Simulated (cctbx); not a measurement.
## What is wrong with this refinement?

Cell a = 4.4750 Å, b = 4.4860 Å, c = 17.1280 Å, α = 90.00°, β = 90.00°, γ = 90.00°; space group Pmm2 (no. 25).

The data are simulated with cctbx, not measured: Mo Kα, λ = 0.71073 Å, to d = 0.77 Å, 50 % of the full sphere, strongest reflection 70000 counts, noise from counting, a 1.5 % proportional error and a noise floor of 2 counts (s.d.); no absorption.

An anisotropic refinement with weights 1/σ² prints:

```text
Rint 0.014, 841 unique reflections to 0.77 A
cycle     R1     wR2    GooF  max shift (A)
   1  0.0838  0.2092   7.922   0.01650
   4  0.0459  0.1146   4.340   0.00013
final R1 0.0459 wR2 0.1146 GooF 4.340  parameters 52  data/parameter 16.2
atom        x        y        z      Ueq    occ   su(xyz)  su(Uiso or U11)
Bi1    0.50000  0.00000  0.90069   0.0109  1.000  0.00012  0.0007
Tb1    0.50000  0.50000  0.39883  -0.0009  1.000  0.00011  0.0007  NPD
Bi2    0.00000  0.50000  0.60181   0.0095  1.000  0.00012  0.0007
Bi3    0.00000  0.00000  0.10302   0.0110  1.000  0.00013  0.0007
Sn1    0.50000  0.00000  0.57681   0.0096  1.000  0.00024  0.0014
Sn2    0.50000  0.50000  0.06508   0.0140  1.000  0.00023  0.0016
Sn3    0.00000  0.50000  0.93714   0.0121  1.000  0.00022  0.0016
Sn4    0.00000  0.00000  0.45581   0.0104  1.000  0.00023  0.0014
Sn5    0.50000  0.50000  0.75561   0.0115  1.000  0.00021  0.0015
Sn6    0.50000  0.00000  0.23936   0.0114  1.000  0.00025  0.0014
Sn7    0.00000  0.00000  0.74530   0.0116  1.000  0.00022  0.0015
Sn8    0.00000  0.50000  0.23927   0.0133  1.000  0.00027  0.0014
Co1    0.00000  0.00000  0.30924   0.0158  1.000  0.00041  0.0027
difference map: max 5.88 min -2.95 rms 0.51
Q1    0.5000  0.5000  0.3806    1    5.93  0.31 A from Tb1
Q2    0.5000  0.5000  0.4181    1    4.67  0.33 A from Tb1
Q3    0.0000  0.0000  0.4681    1    2.88  0.21 A from Sn4
Q4    0.0000  0.5000  0.5947    1    2.72  0.12 A from Bi2
Q5    0.0000  0.5000  0.6828    1    2.72  1.39 A from Bi2
Q6    0.0000  0.0000  0.3070    1    2.64  0.04 A from Co1
```

Q: Accept it or mend it, and why?

Mend it. The fault: wrong element: Tb1 is Bi. Against the right model at the same level, R1 goes from 0.0106 to 0.0459 and GooF from 0.92 to 4.34, U of Tb1 shrinks from 0.0101 to -0.0009 Å², the top difference peak, 5.9 e/Å³, lies on Tb1 and Tb1 goes non-positive-definite. Tb1 has 18 electrons too few and its U shrinks to make up, as expected.

The compound is CoSn8Bi4. The right model at the same level gives:

```text
Rint 0.014, 841 unique reflections to 0.77 A
cycle     R1     wR2    GooF  max shift (A)
   1  0.0107  0.0246   0.932   0.00111
   2  0.0106  0.0242   0.918   0.00000
final R1 0.0106 wR2 0.0242 GooF 0.918  parameters 52  data/parameter 16.2
atom        x        y        z      Ueq    occ   su(xyz)  su(Uiso or U11)
Bi1    0.50000  0.00000  0.90037   0.0092  1.000  0.00003  0.0001
Bi2    0.50000  0.50000  0.39869   0.0101  1.000  0.00002  0.0001
Bi3    0.00000  0.50000  0.60117   0.0084  1.000  0.00003  0.0002
Bi4    0.00000  0.00000  0.10339   0.0097  1.000  0.00003  0.0002
Sn1    0.50000  0.00000  0.57659   0.0102  1.000  0.00005  0.0003
Sn2    0.50000  0.50000  0.06551   0.0107  1.000  0.00005  0.0003
Sn3    0.00000  0.50000  0.93720   0.0099  1.000  0.00005  0.0003
Sn4    0.00000  0.00000  0.45677   0.0091  1.000  0.00005  0.0003
Sn5    0.50000  0.50000  0.75578   0.0103  1.000  0.00005  0.0003
Sn6    0.50000  0.00000  0.23968   0.0099  1.000  0.00005  0.0003
Sn7    0.00000  0.00000  0.74570   0.0107  1.000  0.00005  0.0003
Sn8    0.00000  0.50000  0.23899   0.0116  1.000  0.00006  0.0003
Co1    0.00000  0.00000  0.30919   0.0115  1.000  0.00009  0.0005
Flack x: 0.012(3)
Hooft y: 0.003(5)  Bijvoet pairs: 351
difference map: max 0.54 min -0.56 rms 0.13
Q1    0.0000  0.5000  0.4908    1    0.54  1.89 A from Bi3
Q2    0.2677  0.0000  0.4466    2    0.52  1.21 A from Sn4
Q3    0.2145  0.0000  0.5431    2    0.49  1.40 A from Sn1
Q4    0.5000  0.0000  0.6421    1    0.48  1.12 A from Sn1
Q5    0.2760  0.0000  0.3452    2    0.48  1.38 A from Co1
Q6    0.5000  0.5000  0.0141    1    0.47  0.88 A from Sn2
```

The model is made up (kin elements in a known structure type, no relaxation), so it says nothing on whether the phase exists.

[Middle refinement cycles are left out of these outputs.]

[Logs are printed without paths, hosts, clocks, repeated set-up lines and the standing remarks that a program may print on its own settings, such as how far it seeks lower states.]
